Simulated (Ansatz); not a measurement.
## SrLiBr3 (built on the sites of a database entry of BaLiF3): following an unstable mode

Aim: this structure of SrLiBr3 (built on the sites of a database entry of BaLiF3) is to be tested for unstable modes, and one is followed downhill.

Program: Ansatz 0.2.0. Level of theory: DFT LDA, scalar-relativistic, plane waves, norm-conserving pseudopotentials. Results are calculated unless marked as measured.

The structure was built from a prototype and need not be the compound's stable phase.

## (1) Set-up

The structure is cubic, space group Pm-3m (No. 221). The conventional cell has a = 4.937 Å, b = 4.937 Å, c = 4.937 Å, α = 90.00°, β = 90.00°, γ = 90.00°. Nearest to Sr lie 12 Br at 3.49 Å. Nearest to Li lie 6 Br at 2.47 Å. Nearest to Br lie 2 Li at 2.47 Å and 4 Sr at 3.49 Å. Farther neighbours and most contacts between anions are not listed.

As a file:

```cif
data_structure
_symmetry_space_group_name_H-M 'P 1'
_symmetry_Int_Tables_number 1
_cell_length_a 4.9372
_cell_length_b 4.9372
_cell_length_c 4.9372
_cell_angle_alpha 90.000
_cell_angle_beta 90.000
_cell_angle_gamma 90.000
_cell_volume 120.35
loop_
_atom_site_label
_atom_site_type_symbol
_atom_site_fract_x
_atom_site_fract_y
_atom_site_fract_z
_atom_site_occupancy
Sr1 Sr 0.00000 0.00000 0.00000 1
Li2 Li 0.50000 0.50000 0.50000 1
Br3 Br 0.00000 0.50000 0.50000 1
Br4 Br 0.50000 0.50000 0.00000 1
Br5 Br 0.50000 0.00000 0.50000 1
```

## (2) The dispersion

The cell comes from relaxations at this level that are not shown. Stability and thermal properties need the whole zone. Linear response on a 2×2×2 q mesh gives force constants as far as a supercell of that size would, and the tensors from the zone-centre run are typed in so that the long-range dipole term is interpolated apart.

Input file input.yaml:

```yaml
crystal:
  lattice:
    - [4.9372379283, 0.0, 0.0]
    - [0.0, 4.9372379283, 0.0]
    - [0.0, 0.0, 4.9372379283]
  atoms:
    - { symbol: Sr, position: [0.0, 0.0, 0.0] }
    - { symbol: Li, position: [0.5, 0.5, 0.5] }
    - { symbol: Br, position: [0.0, 0.5, 0.5] }
    - { symbol: Br, position: [0.5, 0.5, 0.0] }
    - { symbol: Br, position: [0.5, 0.0, 0.5] }
kpoints:
  mp_grid: { grid: [4, 4, 4] }
hamiltonian:
  xc: lda
  pseudopotentials: { kind: nc }
scf:
  occupations: { method: fixed }
output:
  eigenvalues: true
phonons:
  method: dfpt
  qmesh: [2, 2, 2]
  temperatures: { t_max: 1000, t_step: 50 }
  qpath:
    path:
      - [[0.0, 0.0, 0.0], [0.0, 0.5, 0.0], [0.5, 0.5, 0.0], [0.0, 0.0, 0.0], [0.5, 0.5, 0.5], [0.0, 0.5, 0.0]]
      - [[0.5, 0.5, 0.5], [0.5, 0.5, 0.0]]
    npoints: 10
  non_analytic_term:
    high_frequency_dielectric_tensor: [[4.1627, 0.0, 0.0], [0.0, 4.1627, 0.0], [0.0, 0.0, 4.1627]]
    born_effective_charges:
      - { species: Sr, tensor: [[2.9488, 0.0, 0.0], [0.0, 2.9488, 0.0], [0.0, 0.0, 2.9488]] }
      - { species: Li, tensor: [[1.13, 0.0, 0.0], [0.0, 1.13, 0.0], [0.0, 0.0, 1.13]] }
      - { species: Br, tensor: [[-1.2182, 0.0, 0.0], [0.0, -1.4303, 0.0], [0.0, 0.0, -1.4303]] }
      - { species: Br, tensor: [[-1.4303, 0.0, 0.0], [0.0, -1.4303, 0.0], [0.0, 0.0, -1.2182]] }
      - { species: Br, tensor: [[-1.4303, 0.0, 0.0], [0.0, -1.2182, 0.0], [0.0, 0.0, -1.4303]] }
    source: "zone-centre run at this cell"
```

Run with:

```
> ansatz run input.yaml --threads 8 --pin off --max-ram 14336MiB --backend cpu --events-out ev --progress --plain --runs-dir out
```

Log:

```text
Engine: ansatz 0.2.0, x86_64-unknown-linux-gnu
Pseudopotentials: kind: nc
Pseudopotential: Sr, nc, valence charge 10, recommended cutoff 925.187132 eV (normal), Sr.nc.azcp (PseudoDojo's, or run here from an input of PseudoDojo's: the run reads no file of this project's for it)
Pseudopotential: Li, nc, valence charge 3, recommended cutoff 1006.821291 eV (normal), Li.nc.azcp (PseudoDojo's, or run here from an input of PseudoDojo's: the run reads no file of this project's for it)
Pseudopotential: Br, nc, valence charge 7, recommended cutoff 598.650497 eV (normal), Br.nc.azcp (PseudoDojo's, or run here from an input of PseudoDojo's: the run reads no file of this project's for it)
Functional definition: SPW92
  exchange = slater_x
  correlation = pw_c
Crystal: 5 atoms, lattice volume = 120.352 Å³
Basis set: ecut = 1006.821291 eV, 8733 PW (Γ), exchange–correlation on 108×108×108 points (8 copies of the dense FFT grid, shifted against one another)
Bands: 22, of which v1, the nominal top of the filled ones, is band 17 counted from 1 (16 counted from 0)
Symmetry: 48 space group operations
k-points: 10 of 64
Non-local potential: Sr, projectors of the file, l = 0: 2, l = 1: 2, l = 2: 2
Non-local potential: Li, projectors of the file, l = 0: 2, l = 1: 2
Non-local potential: Br, projectors of the file, l = 0: 2, l = 1: 2, l = 2: 2
Initial density: superposition of atomic densities (chi_scale 0.1, normalization cell, long waves kept (reshape's long-wave potential 0.00 eV rms))
Initial wavefunctions: pseudopotential atomic-orbital guess
Functional: x = slater, c = lda
SCF iter   1: F=—  HF=-2424.343760 eV  |F-HF|=—  |Δ(HF+E_count)|=         —  Δρ=3.19e-2  dr2=2.03e0  ethr=3.10e-3  ⟨swp⟩=6.1  Hψ=1079  notcnv=0  defer=25
preconditioner: auto → Resta (q_TF=auto, 2.210 Å⁻¹)  ε∞=4.7  [insulator: Δε(μ)=1.912 eV  Ē_g=8.667 eV  n_scr=26 (ndim 8)  ℏωp=16.6 eV  f_vac=0.000  ε∞_Penn≈4.7]
SCF iter   2: F=—  HF=-2423.618799 eV  |F-HF|=—  |Δ(HF+E_count)|=   7.25e-1  Δρ=1.50e-2  dr2=4.96e-1  ethr=3.10e-3  ⟨swp⟩=3.9  Hψ=516  notcnv=0  defer=16
SCF iter   3: F=—  HF=-2423.379161 eV  |F-HF|=—  |Δ(HF+E_count)|=   2.40e-1  Δρ=3.52e-3  dr2=2.02e-2  ethr=1.46e-3  ⟨swp⟩=3.9  Hψ=463  notcnv=0  defer=25
SCF iter   4: F=—  HF=-2423.373768 eV  |F-HF|=—  |Δ(HF+E_count)|=   5.39e-3  Δρ=7.82e-4  dr2=7.68e-4  ethr=5.94e-5  ⟨swp⟩=3.4  Hψ=419  notcnv=0  defer=27
SCF iter   5: F=—  HF=-2423.373767 eV  |F-HF|=—  |Δ(HF+E_count)|=   1.25e-6  Δρ=1.18e-4  dr2=1.91e-5  ethr=2.26e-6  ⟨swp⟩=2.3  Hψ=413  notcnv=0  defer=28
SCF iter   6: F=—  HF=-2423.373766 eV  |F-HF|=—  |Δ(HF+E_count)|=   1.38e-7  Δρ=2.97e-5  dr2=8.36e-7  ethr=5.61e-8  ⟨swp⟩=2.5  Hψ=364  notcnv=0  defer=27
SCF iter   7: F=—  HF=-2423.373875 eV  |F-HF|=—  |Δ(HF+E_count)|=   1.08e-4  Δρ=7.54e-6  dr2=5.39e-8  ethr=2.46e-9  ⟨swp⟩=2.1  Hψ=383  notcnv=0  defer=25
SCF iter   8: F=—  HF=-2423.373875 eV  |F-HF|=—  |Δ(HF+E_count)|=   1.62e-8  Δρ=7.29e-7  dr2=8.22e-10  ethr=1.58e-10  ⟨swp⟩=2.7  Hψ=382  notcnv=0  defer=25
SCF iter   9: F=—  HF=-2423.373875 eV  |F-HF|=—  |Δ(HF+E_count)|=  1.41e-11  Δρ=1.04e-7  dr2=3.66e-11  ethr=2.42e-12  ⟨swp⟩=2.4  Hψ=382  notcnv=0  defer=25
SCF iter  10: F=-2423.373875 eV  HF=-2423.373875 eV  |F-HF|=1.36e-12  |Δ(HF+E_count)|=  9.09e-12  Δρ=3.41e-8  dr2=9.65e-13  ethr=1.00e-12  ⟨swp⟩=16.4  Hψ=1812  notcnv=0
SCF 1 converged in 10 iterations: F = -2423.373875 eV  dr2 = 9.65e-13
NSCF: frozen V_eff on 10 k-points
NSCF: frozen V_eff on 27 k-points
DFPT response loops at q = (0, 0, 0) (fractional): preconditioner auto → none (the input reference at scf.mixing.eps_inf says where Resta's filter doesn't serve); β = 0.50; Broyden in place of MSR1
NSCF: frozen V_eff on 54 k-points
DFPT response loops at q = (0, 0, -0.5) (fractional): preconditioner auto → Resta (q_TF=auto, 2.210 Å⁻¹)  ε∞=4.7 (no band partly filled); β = 1.00, the filter's whole step (`scf.mixing.beta` (0.50) is not read by the response loops at its default; to damp them type it under 1.00, their step now; it binds the ground state too); Broyden in place of MSR1
NSCF: frozen V_eff on 54 k-points
DFPT response loops at q = (0, -0.5, -0.5) (fractional): mixed as the last ones told, above
NSCF: frozen V_eff on 54 k-points
DFPT response loops at q = (-0.5, -0.5, -0.5) (fractional): mixed as the last ones told, above
SCF converged after 10 iterations
Free energy (F): -2423.373875 eV
Harris-Foulkes:  -2423.373875 eV  (|F-HF|=1.36e-12)
Internal energy: -2423.373875 eV  (E = F + TS)
E sigma→0 (E₀):  -2423.373875 eV
Fermi energy:    4.958752 eV
--- Per-component energies (eV) ---
  E_band       = -204.050510
  E_kinetic    = 749.889122
  E_local      = -1230.295958  (includes V_loc(G=0)·N_el)
  E_nonlocal   = 207.380848
  E_hartree    = 299.099833
  E_xc         = -695.919431
  E_vxc        = -529.224171  (∫ρ·V_xc dr)
  E_ewald      = -1753.528289
  E_smearing   = -0.000000  (= −TS)
  E_closure    = 0.000000  (closes the sum)
  Σ components = -2423.373875   (vs F -2423.373875, Δ=0.00e0)
--- Band table (eV; the first three rows and the last of 10) ---
  k-point 0: bands = [... 13 lower, 3.7603, 4.6848, 4.6848, 4.6848, 7.6421, 8.3017, 8.3017, 9.2727, ... 1 higher]
  k-point 1: bands = [... 13 lower, 3.4849, 3.9047, 4.4547, 4.4547, 8.6905, 8.8423, 9.2228, 9.4316, ... 1 higher]
  k-point 2: bands = [... 13 lower, 3.1598, 3.1598, 4.2688, 4.2688, 9.5314, 9.6239, 10.2341, 10.2524, ... 1 higher]
  k-point 9: bands = [... 13 lower, 4.7518, 4.9588, 4.9588, 4.9588, 8.3306, 9.4614, 9.4614, 9.4614, ... 1 higher]
--- Phonons (Γ-DFPT): 4 representative perturbations + reference (Σ response iterations 12) ---
  ASR residual: 7.859e-5 → 0.000e0 eV/Å²; symmetrization residual: 1.593e-7 eV/Å²
  ASR residual per site (eV/Å²): 7.86e-5 1.46e-5 6.40e-6 6.40e-6 6.40e-6
  Γ frequencies (cm⁻¹): -58.40 -58.40 -58.40 0.00 0.00 0.00 29.72 29.72 29.72 121.02 121.02 121.02 346.62 346.62 346.62
--- Phonons (arbitrary-q DFPT): 4 irreducible q on the 2×2×2 mesh ---
  q = [0.0000, 0.0000, 0.0000] (star 1, of the zone-centre solve; hermiticity 4.93e-8, symmetrization 7.18e-15): -58.40 -58.40 -58.40 0.00 0.00 0.00 29.72 29.72 29.72 121.02 121.02 121.02 346.62 346.62 346.62
  q = [0.0000, 0.0000, -0.5000] (star 3, 9 solved perturbations in 216 linear systems a pass and spin channel, the states on 27 of 64 k-point pairs; hermiticity 1.65e-7, symmetrization 1.56e-13, the responses' own estimated error 2.4e-5 eV/Å²): -47.98 -47.98 18.61 18.61 50.81 65.17 65.17 94.28 95.56 117.28 117.28 160.73 348.54 348.54 365.97
  q = [0.0000, -0.5000, -0.5000] (star 3, 9 solved perturbations in 216 linear systems a pass and spin channel, the states on 27 of 64 k-point pairs; hermiticity 1.22e-7, symmetrization 9.89e-14, the responses' own estimated error 2.8e-5 eV/Å²): -82.03 -39.05 -39.05 -34.63 63.75 63.75 84.72 84.72 113.09 116.20 131.51 173.97 350.66 372.27 372.27
  q = [-0.5000, -0.5000, -0.5000] (star 1, 4 solved perturbations in 81 linear systems a pass and spin channel, the states on 27 of 64 k-point pairs; hermiticity 5.24e-8, symmetrization 4.03e-13, the responses' own estimated error 2.8e-5 eV/Å²): -84.89 -84.89 -84.89 -46.19 -46.19 -46.19 111.46 111.46 111.46 129.48 129.48 187.75 380.04 380.04 380.04
  sum rule: each row above includes the acoustic sum rule's correction from the zone centre's row sums; it moved no ω² by more than (0.76 cm⁻¹)²
  mesh force constants: q→R imaginary residual 5.92e-18; ASR residual 7.859e-5 → 0.000e0 eV/Å²; symmetrization residual 7.994e-15 eV/Å²
  interpolated dispersion: 63 rows × 15 modes
  density of states and harmonic sums: on the 14×14×14 q-mesh, interpolated from the force constants of a 2×2×2 supercell (with the dipole–dipole term of supplied tensors)
  largest difference from the sums on the solved wave vectors: F 1.10e-2 eV, S 1.26e-5 and C_V 9.17e-7 eV/K
  zero-point energy: 0.114681 eV/cell   skipped modes (ω ≤ 0): 451, of them read as no rigid motion or as one in doubt: 448 (3.750e0 modes/cell left out, lowest -84.89 cm⁻¹)   left out of the sums: 2.50e-1 of the cell's modes: C_V's classical limit lies that fraction below 3 k_B per atom; for a crystal, a wire or a layer, F and S can be off by more, and a phonons.interpolated_qmesh denser along its periods is the remedy for the sampling
```

The job ended after 52 s (8 threads of Intel Xeon Platinum 8488C (Sapphire Rapids), shared host; peak memory 1.4 GiB; 6.2 min of CPU time).

In the SCF lines HF is the Harris–Foulkes energy and dr2 the Hartree energy of the density residual, in eV; the loop may stop once dr2 is under the threshold and the program's other checks hold. Hψ counts applications of the Hamiltonian.

A gap read on the k-mesh alone can miss the band edges.

Numbers from this step:

| Property | Result |
| --- | --- |
| gap on the k-mesh | 2.683 eV |
| volume per atom | 24.07 Å³ |
| sum-rule residual before enforcement | 7.86e-5 eV/Å² |
| lowest frequency on the path | -84.89 cm⁻¹ |
| point group | m-3m |
| highest frequency on the path or at a solved wavevector | 380.0 cm⁻¹ |
| highest optical mode at the zone centre (no LO-TO term) | 346.6 cm⁻¹ |
| lowest optical zone-centre mode | -58.4 cm⁻¹ |
| lowest mode on the q mesh (acoustic modes at Γ apart) | -84.89 cm⁻¹ |

Frequencies (cm⁻¹) solved at each irreducible wavevector; negative means imaginary. Frequencies by wavevector, by row:

```
q in reciprocal lattice units  star  mode 1  mode 2  mode 3  mode 4  mode 13  mode 14  mode 15
                        0 0 0     1   -58.4   -58.4   -58.4       0    346.6    346.6    346.6
                     0 0 -0.5     3     -48     -48    18.6    18.6    348.5    348.5      366
                  0 -0.5 -0.5     3     -82     -39     -39   -34.6    350.7    372.3    372.3
               -0.5 -0.5 -0.5     1   -84.9   -84.9   -84.9   -46.2      380      380      380
```

Interpolated from a 2×2×2 q mesh, with the LO-TO term (at Γ the limit along the path; where Γ stands inside the path, tables give the limit on arrival). Phonon branches along the path, in cm⁻¹:

```
    point  branch 1  branch 2  branch 3  branch 4  branch 12  branch 13  branch 14  branch 15
        Γ       -58       -58         0         0        133        347        347        376
  halfway       -54       -54        18        18        141        348        348        371
        X       -48       -48        19        19        161        348        348        366
  halfway       -62       -42       -37        22        163        350        361        369
        M       -82       -39       -39       -35        174        351        372        372
  halfway       -52       -48       -27        28        149        349        354        371
        Γ       -58       -58         0         0        133        347        347        376
  halfway       -51       -51       -46       -21        157        357        357        371
        R       -85       -85       -85       -46        188        380        380        380
  halfway       -63       -61       -44       -42        169        361        366        372
        X       -48       -48        19        19        161        348        348        366
jump to R       -85       -85       -85       -46        188        380        380        380
  halfway       -84       -62       -62       -41        179        365        376        376
        M       -82       -39       -39       -35        174        351        372        372
```

Symmetry leaves 4 wavevectors to solve. The lowest mode among them, the acoustic zeros apart, lies at q = (-0.5, -0.5, -0.5) and is imaginary, 84.9i cm⁻¹, so the energy falls along it.

## (3) The mode frozen in, largest atomic shift 0 Å

The mode followed lies at q = (-0.5, -0.5, -0.5) with frequency 84.9i cm⁻¹ and is 3-fold degenerate, the softest among the wavevectors solved. At small amplitude the distorted cell has space group no. 167 by a symmetry search on the positions. The undistorted cell that holds it gives the zero of energy on the same k mesh.

System of this step: SrLiBr3 (built on the sites of a database entry of BaLiF3). The structure is cubic, space group Pm-3m (No. 221). Conventional cell: a = 4.937 Å, b = 4.937 Å, c = 4.937 Å, α = 90.00°, β = 90.00°, γ = 90.00°. Nearest to Sr lie 12 Br at 3.49 Å. Li has 6 Br at 2.47 Å nearest. Br has 2 Li at 2.47 Å and 4 Sr at 3.49 Å nearest. Farther neighbours and most contacts between anions are not listed.

Input file input.yaml:

```yaml
crystal:
  lattice:
    - [4.9372379283, 4.9372379283, 0.0]
    - [4.9372379283, 0.0, 4.9372379283]
    - [4.9372379283, 0.0, -4.9372379283]
  atoms:
    - { symbol: Sr, position: [0.0, 0.0, 0.0] }
    - { symbol: Sr, position: [0.0, 0.5, 0.5] }
    - { symbol: Li, position: [0.5, 0.25, 0.75] }
    - { symbol: Li, position: [0.5, 0.75, 0.25] }
    - { symbol: Br, position: [0.5, 0.0, 0.5] }
    - { symbol: Br, position: [0.5, 0.5, 0.0] }
    - { symbol: Br, position: [0.5, 0.0, 0.0] }
    - { symbol: Br, position: [0.5, 0.5, 0.5] }
    - { symbol: Br, position: [0.0, 0.5, 0.0] }
    - { symbol: Br, position: [0.0, 0.0, 0.5] }
kpoints:
  mp_grid: { grid: [4, 4, 4] }
hamiltonian:
  xc: lda
  pseudopotentials: { kind: nc }
scf:
  occupations: { method: gaussian, width: 0.02 }
output:
  forces: true
  stress: true
  eigenvalues: true
```

Log:

```text
[...]
Crystal: 10 atoms, lattice volume = 240.703 Å³
Basis set: ecut = 1006.821291 eV, 17477 PW (Γ)
Bands: 44, of which v1, the nominal top of the filled ones, is band 34 counted from 1 (33 counted from 0)
Symmetry: 96 space group operations
[...]
k-points: 8 of 64
[...]
k-point 0: bands = [... 30 lower, 4.7516, 4.9587, 4.9587, 4.9587, 7.6421, 8.3017, 8.3018, 8.3306, ... 4 higher]
  k-point 1: bands = [... 30 lower, 4.6366, 4.7484, 4.7833, 4.7833, 8.4097, 8.7745, 8.7745, 8.8556, ... 4 higher]
  k-point 2: bands = [... 30 lower, 4.6574, 4.6574, 4.6574, 4.6574, 9.0979, 9.0979, 9.4974, 9.4974, ... 4 higher]
  k-point 7: bands = [... 30 lower, 4.2955, 4.2955, 4.4088, 4.4088, 10.0367, 10.0367, 10.1802, 10.1802, ... 4 higher]
[key lines of the parts left out:]
SCF converged after 7 iterations
Free energy (F): -4846.748227 eV
Fermi energy:    6.300470 eV
P = ⅓ Tr σ = -0.0013 GPa (-0.013 kbar)
```

Elapsed: 1.8 s, on 8 threads; peak memory 1.7 GiB.

This step gave:

| Quantity | Value |
| --- | --- |
| pressure | -0.001265 GPa |
| energy from the undistorted cell | 0 meV/atom |

At this level the gap is 2.68 eV on the k-mesh of the self-consistent run, which can miss the band edges.

## (4) The mode frozen in, largest atomic shift 0.6 Å

The atoms are moved along the unstable eigenvector, the largest shift by 0.6 Å, with the cell fixed.

input.yaml, the sections that differ from step 3:

```yaml
crystal:
  lattice:
    - [4.9372379283, 4.9372379283, 0.0]
    - [4.9372379283, 0.0, 4.9372379283]
    - [4.9372379283, 0.0, -4.9372379283]
  atoms:
    - { symbol: Sr, position: [0.0, 0.0, 0.0] }
    - { symbol: Sr, position: [0.0, 0.5, 0.5] }
    - { symbol: Li, position: [0.5, 0.25, 0.75] }
    - { symbol: Li, position: [0.5, 0.75, 0.25] }
    - { symbol: Br, position: [0.585931461, -0.085931461, 0.5] }
    - { symbol: Br, position: [0.414068539, 0.585931461, 0.0] }
    - { symbol: Br, position: [0.585931461, 0.0, 0.0] }
    - { symbol: Br, position: [0.414068539, 0.5, 0.5] }
    - { symbol: Br, position: [0.0, 0.414068539, 0.0] }
    - { symbol: Br, position: [0.0, 0.085931461, 0.5] }
# kpoints, hamiltonian, scf, output: as in step 3
```

Log:

```text
[...]
Crystal: 10 atoms, lattice volume = 240.703 Å³
Basis set: ecut = 1006.821291 eV, 17477 PW (Γ)
Bands: 44, of which v1, the nominal top of the filled ones, is band 34 counted from 1 (33 counted from 0)
Symmetry: 12 space group operations
[...]
k-points: 13 of 64
[...]
k-point 0: bands = [... 30 lower, 4.1453, 4.2636, 4.2636, 4.5733, 8.2716, 9.3141, 9.3141, 9.4284, ... 4 higher]
  k-point 1: bands = [... 30 lower, 3.9617, 3.9617, 4.1038, 4.1038, 9.1906, 9.4799, 9.4799, 9.6456, ... 4 higher]
  k-point 2: bands = [... 30 lower, 3.9586, 3.9586, 3.9586, 3.9586, 9.9168, 9.9168, 9.9168, 9.9168, ... 4 higher]
  k-point 12: bands = [... 30 lower, 3.8486, 3.8486, 4.0637, 4.0637, 9.8303, 9.8303, 10.0928, 10.0928, ... 4 higher]
[key lines of the parts left out:]
SCF converged after 7 iterations
Free energy (F): -4847.700461 eV
Fermi energy:    6.422494 eV
P = ⅓ Tr σ = 1.6056 GPa (16.056 kbar)
```

Wall time 3.1 s (8 threads); peak memory 2 GiB.

Numbers from this step:

- pressure: 1.606 GPa
- gap on the k-mesh: 3.698 eV
- energy from the undistorted cell: -95.22 meV/atom

The energy, extrapolated to zero smearing, is -95.22 meV/atom against the undistorted cell.

The run ends at a pressure of 1.61 GPa, with forces up to 0.100 eV/Å.

## (5) Energy along the mode, all amplitudes (two of the runs are shown above)

An imaginary frequency means negative curvature, so the energy should fall and then rise again as anharmonic terms take over.

Numbers from this step:

| Item | Value |
| --- | --- |
| depth at the lowest point sampled | 95.22 meV/atom |
| largest atomic shift at that point | 0.6 Å |

Energy from the parent against largest atomic shift:

```
largest atomic shift (Å)  energy from the parent (meV/atom)
                   0.000                                  0
                   0.040                              -1.01
                   0.080                              -4.01
                   0.140                              -11.9
                   0.220                              -27.7
                   0.320                              -52.4
                   0.450                              -82.8
                   0.600                              -95.2
```

Displacement at unit largest shift by atom:

```
atom   x (Å)   y (Å)   z (Å)   size
 Sr1   0.000   0.000   0.000  0.000
 Sr2   0.000   0.000   0.000  0.000
 Li3   0.000   0.000   0.000  0.000
 Li4   0.000   0.000   0.000  0.000
 Br5   0.000   0.707  -0.707  1.000
 Br6   0.000  -0.707   0.707  1.000
 Br7   0.707   0.707   0.000  1.000
 Br8  -0.707  -0.707   0.000  1.000
 Br9  -0.707   0.000  -0.707  1.000
Br10   0.707   0.000   0.707  1.000
```

The lowest of the steps tried is the last one, at 0.6 Å, 95.2 meV/atom below the parent; the bottom of the well need not coincide with a step.

(Part 1 of 2 ends here.)

[Logs are printed without paths, hosts, clocks, repeated set-up lines and the standing remarks that a program may print on its own settings, such as how far it seeks lower states.]

[Hosts, paths, dates, database ids (printed as entryN), source tags and the programs' standing remarks are cut or masked in the printed files.]
